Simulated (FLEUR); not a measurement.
**GdN: exchange couplings by hand from total energies**

Can a spin model with one coupling foretell the energy of a further order of GdN?

Calculated with FLEUR MaX-R8.1; PBEsol with U = 6.7 eV, J = 0.7 eV on Gd f; all-electron FLAPW, Dirac cores, scalar-relativistic bands.

The database entry behind the starting cell differs from later determinations by our own check (about 0.3 % long), so it need not match the best structure at ambient conditions.

## Step 1: The starting structure

It takes space group Fm-3m (No. 225, cubic). Conventional cell: a = 4.999 Å, b = 4.999 Å, c = 4.999 Å, α = 90.00°, β = 90.00°, γ = 90.00°. Gd has 6 N at 2.50 Å nearest. Nearest to N lie 6 Gd at 2.50 Å. Farther neighbours and most contacts between anions are not listed.

## Step 2: The parallel order

All energies count from this run. The U counters the self-interaction that shrinks the moments of a localised shell.

The file n_mmp_mat seeds the f occupations with whole cubic orbitals by Hund's first rule, so that the U acts from the first pass. inpgen writes inp.xml from crystal.txt; cutoffs, mixing, functional, smearing and local orbitals are then set in the file. The k list default-1 (kpts.xml, not shown) is a Γ-centred 8×8×8 mesh; where the ranks do not divide the number of points, some are split in two of half the weight.

Contents of inp.xml:

```
<?xml version="1.0" encoding="UTF-8" standalone="no"?>
<fleurInput fleurInputVersion="0.39">
   <comment>
      GdN
   </comment>
   <calculationSetup>
      <cutoffs Kmax="3.61" Gmax="10.8" GmaxXC="10.8" numbands="0"/>
      <scfLoop itmax="130" minDistance="0.0001" maxIterBroyd="15" imix="Anderson" alpha="0.05" precondParam="0.0" spinf="2.0" sdNocoIR="T"/>
      <coreElectrons ctail="T" frcor="F" kcrel="0" coretail_lmax="0"/>
      <xcFunctional name="PBEs" relativisticCorrections="F"/>
      <magnetism jspins="2"/>
      <soc l_soc="F" theta="0.0" phi="0.0" spav="F"/>
      <expertModes spex="0" secvar="F"/>
      <geometryOptimization l_f="F" forcealpha="1.0" forcemix="BFGS" epsdisp="0.00001" epsforce="0.00001"/>
      <ldaU l_linMix="F" mixParam="0.05" spinf="1.0"/>
   </calculationSetup>
   <cell>
      <bzIntegration valenceElectrons="23.0" mode="hist" fermiSmearingEnergy="0.00110248">
         <kPointListSelection listName="default-1"/>
         <xi:include xmlns:xi="http://www.w3.org/2001/XInclude" href="kpts.xml"> </xi:include>
      </bzIntegration>
      <xi:include xmlns:xi="http://www.w3.org/2001/XInclude" href="sym.xml"> </xi:include>
      <bulkLattice scale="1.0">
         <bravaisMatrix>
            <row-1>    0.0000000000000000     4.7233704484376995     4.7233704484376995</row-1>
            <row-2>    4.7233704484376995     0.0000000000000000     4.7233704484376995</row-2>
            <row-3>    4.7233704484376995     4.7233704484376995     0.0000000000000000</row-3>
         </bravaisMatrix>
      </bulkLattice>
   </cell>
   <atomSpecies>
      <species name="Gadolinium7.000" element="Gd" atomicNumber="64">
         <mtSphere radius="2.8" gridPoints="925" logIncrement="0.014"/>
         <atomicCutoffs lmax="10" lnonsphr="8"/>
         <electronConfig flipSpins="F">
            <coreConfig>(1s1/2) (2s1/2) (2p1/2) (2p3/2) (3s1/2) (3p1/2) (3p3/2) (4s1/2) (3d3/2) (3d5/2) (4p1/2) (4p3/2) (4d3/2) (4d5/2)</coreConfig>
            <valenceConfig>(5s1/2) (5p1/2) (5p3/2) (6s1/2) (4f5/2) (4f7/2) (5d3/2) (5d5/2)</valenceConfig>
            <stateOccupation state="(4f5/2)" spinUp="2.5" spinDown="0.5"/>
            <stateOccupation state="(4f7/2)" spinUp="4.0" spinDown="0.0"/>
            <stateOccupation state="(5d3/2)" spinUp="0.4" spinDown="0.0"/>
            <stateOccupation state="(5d5/2)" spinUp="0.6" spinDown="0.0"/>
         </electronConfig>
         <energyParameters s="6" p="6" d="5" f="4"/>
         <ldaU l="3" U="6.7" J="0.7" l_amf="F"/>
         <lo type="SCLO" l="0" n="5" eDeriv="0"/>
         <lo type="SCLO" l="1" n="5" eDeriv="0"/>
      </species>
      <species name="Nitrogen (N)" element="N" atomicNumber="7">
         <mtSphere radius="1.66" gridPoints="549" logIncrement="0.019"/>
         <atomicCutoffs lmax="6" lnonsphr="4"/>
         <electronConfig flipSpins="F">
            <coreConfig>(1s1/2)</coreConfig>
            <valenceConfig>(2s1/2) (2p1/2) (2p3/2)</valenceConfig>
            <stateOccupation state="(2p1/2)" spinUp="0.500000" spinDown="0.500000"/>
            <stateOccupation state="(2p3/2)" spinUp="1.000000" spinDown="1.000000"/>
         </electronConfig>
         <energyParameters s="2" p="2" d="3" f="4"/>
      </species>
   </atomSpecies>
   <atomGroups>
      <atomGroup species="Gadolinium7.000">
         <relPos label="                   1">.0000000000 .0000000000 .0000000000</relPos>
         <force calculate="T" relaxXYZ="TTT"/>
      </atomGroup>
      <atomGroup species="Nitrogen (N)">
         <relPos label="                   2">1.000/2.000 1.000/2.000 1.000/2.000</relPos>
         <force calculate="T" relaxXYZ="TTT"/>
      </atomGroup>
   </atomGroups>
   <output dos="F" band="F" slice="F">
      <bandDOS minEnergy="-.5*Htr" maxEnergy="0.5*Htr" sigma="0.015" storeEVData="T"/>
      <plotting iplot="0" polar="F">
         <plot TwoD="T" vec1="  1.0  0.0  0.0" vec2="  0.0  1.0  0.0" vec3="  0.0  0.0  1.0" zero="  0.0  0.0  0.0" file="plot"/>
      </plotting>
      <moessbauerParams electricFieldGradient="F" isomerShift="F" coreHyperfine="F" valenceHyperfine="F"/>
   </output>
</fleurInput>
```

Contents of crystal.txt:

```
GdN
&input film=F cartesian=F /
0.00000000000  2.49950000000  2.49950000000
2.49950000000  0.00000000000  2.49950000000
2.49950000000  2.49950000000  0.00000000000
1.8897261246
1.0 1.0 1.0

2
64 0.00000000000  0.00000000000  0.00000000000 : 7.000
7 0.50000000000  0.50000000000  0.50000000000

&kpt div1=8 div2=8 div3=8 gamma=T /
```

Started as:

```bash
$ OMP_NUM_THREADS=1 inpgen -f crystal.txt > inpgen.log  # inp.xml is then edited as shown
$ OMP_NUM_THREADS=1 mpirun -n 4 fleur_MPI > fleur.log
```

What it wrote:

```text
Welcome to FLEUR        (www.flapw.de)
      MaX-Release 8.1          (www.max-centre.eu)

 ========== k-point set info ==========
 Selected k-point list: default-1
 k-point list type: mesh
 0 x 0 x 0
 Number of k points: 32

 [... set-up left out ...]
 Iteration:     1   Distance:      27.32660264 me/bohr^3
 Iteration:     2   Distance:      26.32460164 me/bohr^3
 Iteration:     3   Distance:      19.86077478 me/bohr^3
 Iteration:     4   Distance:      13.77884734 me/bohr^3
 Iteration:     5   Distance:       2.48049726 me/bohr^3
[...]
[... left out ...]
            <freeEnergy value="-11331.3861124653"/>
            <extrapolationTo0K value="-11331.3861056749"/>
         </totalEnergy>
         [... left out ...]
         <ldaUDensityMatrixConvergence>
            <distance spin="1" distance="0.000000"/>
            <distance spin="2" distance="0.000000"/>
         </ldaUDensityMatrixConvergence>
         <densityConvergence units="me/bohr^3">
            <chargeDensity spin="1" distance="0.0000696520"/>
            <chargeDensity spin="2" distance="0.0000304922"/>
            <overallChargeDensity distance="0.0000591373"/>
            <spinDensity distance="0.0000898062"/>
         </densityConvergence>
      </iteration>
```

Wall time 9.8 s (4 MPI ranks of Arm Neoverse V2, shared host); peak memory 0.22 GiB.

Spin moment in the muffin-tin sphere by atom:

| atom | spin moment in the muffin-tin sphere (μB) |
| --- | --- |
| Gd1 | 7.05 |
| N2 | -0.11 |

Read from the output:

- free energy: -308342.7242 eV
- program's band gap on this mesh (in a metal only a level spacing): 0.1277 eV
- magnetization: 7.000 μB
- final state: ferromagnetic, with opposed induced moments

After 18 cycles the largest moment stands at 7.05 μB.

## Step 3: The orders used for the fit

The other orders were run with the same settings, on meshes that hold the same points. Free energies are divided by the number of Gd atoms; q is in fractions of the reciprocal vectors of the first run's cell.

| order | atoms | mesh | free energy (eV) | eV per Gd | largest moment (μB) |
| --- | --- | --- | --- | --- | --- |
| F + | 2 | 8×8×8 | -308342.7242 | -308342.7242 | 7.05 |
| AF q=(0,1/2,1/2) +- | 4 | 8×4×8 | -616685.4329 | -308342.7165 | 7.03 |

## Step 4: Counting neighbours

With E = −Σ J e_i·e_j over ordered pairs of unit vectors, turning a neighbour from parallel to opposed costs 2J a Gd atom. So an order lies 2 Σ n J over the parallel one, n being the opposed neighbours in each shell.

| shell | distance (Å) | neighbours | opposed in AF q=(0,1/2,1/2) +- | opposed in AF q=(0,0,1/2) +- |
| --- | --- | --- | --- | --- |
| J1 | 3.53 | 12 | 8 | 6 |
| J2 | 5.00 | 6 | 0 | 6 |

Only J1 is kept.

## Step 5: Solving

```
2 × 8 × J1 = +7.7 meV    (AF q=(0,1/2,1/2) +-)
J1 = +0.48 meV
```

## Step 6: The test

The couplings now give the orders that were left out:

```
2 × 6 × (+0.48) = +5.8 meV    (AF q=(0,0,1/2) +-)
```

The runs themselves:

| order | atoms | mesh | free energy (eV) | eV per Gd | largest moment (μB) | over the parallel order (meV) | foretold (meV) |
| --- | --- | --- | --- | --- | --- | --- | --- |
| AF q=(0,0,1/2) +- | 4 | 8×8×4 | -616685.4401 | -308342.7200 | 7.05 | +4.2 | +5.8 |

## Step 7: One more shell

One try is to add the next shell, though changing moments can also cause the miss. Both differences then fix both couplings, and no order is left for a test.

```
2 × 8 × J1 = +7.7 meV    (AF q=(0,1/2,1/2) +-)
2 × 6 × J1 + 2 × 6 × J2 = +4.2 meV    (AF q=(0,0,1/2) +-)
J1 = +0.48 meV
J2 = -0.13 meV
```

## Step 8: What came out

```json
{
 "effective coupling of the reversed pairs, counted on J1 (Gd–Gd at 3.53 Å)": "0.48 meV",
 "largest miss on the orders left out": "1.6 meV",
 "J1 with two shells": "0.48 meV",
 "J2 with two shells": "-0.13 meV"
}
```

The model misses the order left out by 1.6 meV, 20 % of the largest distance from the parallel order, so it holds only roughly. With the next shell added the couplings are J1 = +0.48 and J2 = -0.13 meV, untested. The largest moments of the orders differ by 0.25 % of the greatest. One difference fixes one number: it sums all reversed shells and need not be the coupling of the nearest one, even in sign. The f shell is half filled, so the spin-only picture is fair.

[Logs and program files are shortened in this print: banners, set-up blocks, solver, clock and traceback lines can be left out without a mark of their own.]

[Logs are printed without paths, hosts, clocks, repeated set-up lines and the standing remarks that a program may print on its own settings, such as how far it seeks lower states.]

[Hosts, paths, dates, database ids (printed as entryN), source tags and the programs' standing remarks are cut or masked in the printed files.]

[Where a cell is said to come from a database of computed structures, the database is the Materials Project.]
